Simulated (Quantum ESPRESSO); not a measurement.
## FeGe: orders under volume

Aim: follow moments and order energies of FeGe with volume.

Main program and level: Quantum ESPRESSO 7.5; PBE; plane waves with GBRV 1.5 PBE potentials, no spin-orbit coupling.

Report form: the programs' logs are mostly left out.

### 1. The structure

It takes space group P2_13 (No. 198, cubic). The conventional cell has a = 4.700 Å, b = 4.700 Å, c = 4.700 Å, α = 90.00°, β = 90.00°, γ = 90.00°. Fe has 7 Ge at 2.39 to 2.65 Å nearest. Ge has 7 Fe at 2.39 to 2.65 Å nearest. Farther neighbours are not listed.

The lattice constants were typed from memory of published values and not checked against a source.

### 2. Volume 0.88, ferro ++++

All lengths scale alike; the factor is that of the volume. Atoms keep their fractional places. Seeded atoms are those given a starting moment.

pw.in

```
&CONTROL
  calculation = 'scf'
  prefix = 'pwscf'
  outdir = './tmp'
  pseudo_dir = './pseudo'
  disk_io = 'nowf'
  tprnfor = .true.
  tstress = .true.
/
&SYSTEM
  ibrav = 0
  celldm(1) = 8
  nat = 8
  ntyp = 2
  ecutwfc = 40
  ecutrho = 280
  nbnd = 80
  occupations = 'smearing'
  smearing = 'fd'
  degauss = 0.00367493
  nspin = 2
  starting_magnetization(1) = 0.175
  starting_magnetization(2) = 0
/
&ELECTRONS
  conv_thr = 1.6d-08
  electron_maxstep = 150
  mixing_beta = 0.3
/
ATOMIC_SPECIES
Fe     55.8450 fe_pbe_v1.5.uspp.F.UPF
Ge     72.6300 ge_pbe_v1.4.uspp.F.UPF
CELL_PARAMETERS alat
   1.0639003751584    0.0000000000000    0.0000000000000
   0.0000000000000    1.0639003751584    0.0000000000000
   0.0000000000000    0.0000000000000    1.0639003751584
ATOMIC_POSITIONS crystal
Fe      0.1350000000    0.1350000000    0.1350000000
Fe      0.6350000000    0.3650000000    0.8650000000
Fe      0.8650000000    0.6350000000    0.3650000000
Fe      0.3650000000    0.8650000000    0.6350000000
Ge      0.8420000000    0.8420000000    0.8420000000
Ge      0.3420000000    0.6580000000    0.1580000000
Ge      0.1580000000    0.3420000000    0.6580000000
Ge      0.6580000000    0.1580000000    0.3420000000
K_POINTS automatic
8 8 8 0 0 0
```

Launch:

```console
OMP_NUM_THREADS=1 mpirun -n 4 pw.x -nk 4 -in pw.in > pw.out
```

The job ended after 2.4 min (4 MPI ranks of Arm Neoverse V1, shared host; peak memory 0.8 GiB; 9.5 min of CPU time).

Spin moment in the atom's sphere by atom:

| atom | spin moment in the atom's sphere (μB) |
| --- | --- |
| Fe1 | 1.04 |
| Fe2 | 1.04 |
| Fe3 | 1.04 |
| Fe4 | 1.04 |
| Ge5 | -0.04 |
| Ge6 | -0.04 |
| Ge7 | -0.04 |
| Ge8 | -0.04 |

Read from the output:

```
smearing term TS       : 0.05420 eV
pressure               : 23.06 GPa
magnetization          : 3.874 μB
absolute magnetization : 4.663 μB
final state            : ferromagnetic
```

### 3. Volume 0.88, no spin polarisation

Changes to pw.in since step 2:

```diff
@@ -16,3 +16,3 @@
   ecutrho = 280
-  nbnd = 80
+  nbnd = 74
   occupations = 'smearing'
@@ -20,5 +20,2 @@
   degauss = 0.00367493
-  nspin = 2
-  starting_magnetization(1) = 0.175
-  starting_magnetization(2) = 0
 /
```

It took 58 s on 4 MPI ranks; peak memory 0.56 GiB.

This step gave:

```yaml
smearing_term_ts: 0.05414 eV
pressure: 20.03 GPa
final_state: non-magnetic (no spin polarisation)
```

### 4. Volume 1.12, ferro ++++

Changes to pw.in since step 3:

```diff
@@ -16,3 +16,3 @@
   ecutrho = 280
-  nbnd = 74
+  nbnd = 80
   occupations = 'smearing'
@@ -20,2 +20,5 @@
   degauss = 0.00367493
+  nspin = 2
+  starting_magnetization(1) = 0.175
+  starting_magnetization(2) = 0
 /
@@ -30,5 +33,5 @@
 CELL_PARAMETERS alat
-   1.0639003751584    0.0000000000000    0.0000000000000
-   0.0000000000000    1.0639003751584    0.0000000000000
-   0.0000000000000    0.0000000000000    1.0639003751584
+   1.1529560313574    0.0000000000000    0.0000000000000
+   0.0000000000000    1.1529560313574    0.0000000000000
+   0.0000000000000    0.0000000000000    1.1529560313574
 ATOMIC_POSITIONS crystal
```

The job ended after 3.7 min (4 MPI ranks; peak memory 0.9 GiB; 15 min of CPU time).

This step gave:

| Item | Value |
| --- | --- |
| smearing term TS | 0.07546 eV |
| pressure | -12.36 GPa |
| magnetization | 6.829 μB |
| absolute magnetization | 8.588 μB |
| final state | ferromagnetic |
| largest moment | 1.901 μB |

### 5. All points

The runs not shown differ from these in the moved quantity alone.

Final states:

| volume | ferro ++++ | no spin polarisation |
| --- | --- | --- |
| 0.88 | ferromagnetic | non-magnetic |
| 0.91 | ferromagnetic | non-magnetic |
| 0.94 | ferromagnetic | non-magnetic |
| 0.97 | ferromagnetic | non-magnetic |
| 1 | ferromagnetic | non-magnetic |
| 1.03 | ferromagnetic | non-magnetic |
| 1.06 | ferromagnetic | non-magnetic |
| 1.09 | ferromagnetic | non-magnetic |
| 1.12 | ferromagnetic | non-magnetic |

Table of largest site moment, ferro ++++ by volume:

| volume (factor) | largest site moment, ferro ++++ (μB) |
| --- | --- |
| 0.8800 | 1.04 |
| 0.9100 | 1.09 |
| 0.9400 | 1.13 |
| 0.9700 | 1.18 |
| 1.0000 | 1.25 |
| 1.0300 | 1.37 |
| 1.0600 | 1.56 |
| 1.0900 | 1.72 |
| 1.1200 | 1.90 |

Table of energy less that of the parallel start, no spin polarisation by volume:

| volume (factor) | energy less that of the parallel start, no spin polarisation (meV a seeded atom) |
| --- | --- |
| 0.8800 | 11.1 |
| 0.9100 | 26.4 |
| 0.9400 | 41.7 |
| 0.9700 | 57.0 |
| 1.0000 | 73.0 |
| 1.0300 | 91.0 |
| 1.0600 | 113 |
| 1.0900 | 141 |
| 1.1200 | 174 |

Table of energy over the lowest by volume; values in meV an atom:

| volume (factor) | ferro ++++ | no spin polarisation |
| --- | --- | --- |
| 0.8800 | 82.1 | 87.6 |
| 0.9100 | 36.6 | 49.8 |
| 0.9400 | 10.2 | 31.1 |
| 0.9700 | 0 | 28.5 |
| 1.0000 | 2.92 | 39.4 |
| 1.0300 | 16.0 | 61.5 |
| 1.0600 | 36.4 | 92.9 |
| 1.0900 | 61.5 | 132 |
| 1.1200 | 90.4 | 178 |

### 6. Outcome

* moment, parallel start: 1.04 to 1.90 μB
* states met from these starts: ferromagnetic

In words: The moment of the parallel start goes from 1.04 μB at 0.88 to 1.90 μB at 1.12. The net moment of the cell goes from 3.87 to 6.83 μB. The radius of the spheres follows the nearest distance, so part of the change of the site moments is the spheres'. Only a parallel start was run beside the spinless one, so opposed or spiral orders, which may lie lower, are not probed.

[Logs and program files are shortened in this print: banners, set-up blocks, solver, clock and traceback lines can be left out without a mark of their own.]

[Logs are printed without paths, hosts, clocks, repeated set-up lines and the standing remarks that a program may print on its own settings, such as how far it seeks lower states.]

[Hosts, paths, dates, database ids (printed as entryN), source tags and the programs' standing remarks are cut or masked in the printed files.]

[Where a cell is said to come from a database of computed structures, the database is the Materials Project.]
